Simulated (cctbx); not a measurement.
## Which space group?

Cell: a = 7.9620 Å, b = 18.1610 Å, c = 3.6200 Å, α = 90.00°, β = 90.00°, γ = 90.00°. Expected content of the cell: Tl4 Dy10 In4 Ni4.

The data are simulated with cctbx, not measured: Mo Kα, λ = 0.71073 Å, to d = 0.77 Å, 70 % of the full sphere, strongest reflection 70000 counts, noise from counting, a 6 % proportional error and a noise floor of 4 counts (s.d.); no absorption.

A first pass over the reflections prints:

```text
3467 reflections to d = 0.770 A
centring   violations  <I/sigma> of those
    A       1521 of  1741     11.7
    B       1550 of  1733     11.7
    C       1475 of  1778     11.0
    I       1492 of  1718     11.5
    R       2050 of  2337     11.7
    F       2273 of  2626     11.4
Laue class    unique    Rint  (classes that these axes allow; Friedel mates merged)
P -1             2224   0.039
P 1 2/m 1        1243   0.044
P 1 1 2/m        1363   0.044
P 2/m 1 1        1284   0.045
P m m m           768   0.049
space group    extra absences  I>4sigma  <I/sigma>
P 2 2 2                 0          0         -  acentric
P 21 2 2                6          0      -0.4  acentric
P 2 21 2               18          0      -0.1  acentric
P 21 21 2              24          0      -0.2  acentric
P m m 2                 0          0         -  acentric
P 2 m m                 0          0         -  acentric
P m 2 m                 0          0         -  acentric
P 21 a m               52          0      -0.1  acentric
P b 21 m              122          0      -0.2  acentric
P m a 2                52          0      -0.1  acentric
P b m 2               122          0      -0.2  acentric
P b a 2               174          0      -0.2  acentric
P m m m                 0          0         -  centric
P b m m               122          0      -0.2  centric
P m a m                52          0      -0.1  centric
P b a m               174          0      -0.2  centric
Wilson B = 0.27 A^2   <|E^2-1|> = 0.929 (0.968 centric, 0.736 acentric)   E^2>4: 3.7 %
shell (A)         n   <I/sigma>
18.17 - 1.54    118     18.7
 1.54 - 1.22     91     24.6
 1.22 - 1.07    102     20.9
 1.07 - 0.97     85     24.6
 0.97 - 0.90     86     23.1
 0.90 - 0.85    109     19.9
 0.85 - 0.81     85     24.3
 0.81 - 0.77     92     20.6
```

Q: Read the symmetry from these tables.

Every centring test has many violations, so the lattice is primitive.

Rint stays low (0.039 to 0.049) up to P m m m, the highest class in these axes.

16 settings pass the absence test. The most absences obeyed, 174, belong to P b a 2 and P b a m, which absences can't tell apart.

⟨|E²−1|⟩ = 0.929 leans to a centrosymmetric structure. The Wilson B of 0.27 Å² means U ≈ 0.0034 Å².

The true group is Pbam (no. 55), Laue class mmm, centrosymmetric. The tables only narrow the choice to the tied entries; cell content, site symmetry and trial solutions must settle it.

The model was made for the exercise: a known structure type with other elements put in, its volume estimated, not relaxed; displacement parameters are assumed.

[Logs are printed without paths, hosts, clocks, repeated set-up lines and the standing remarks that a program may print on its own settings, such as how far it seeks lower states.]
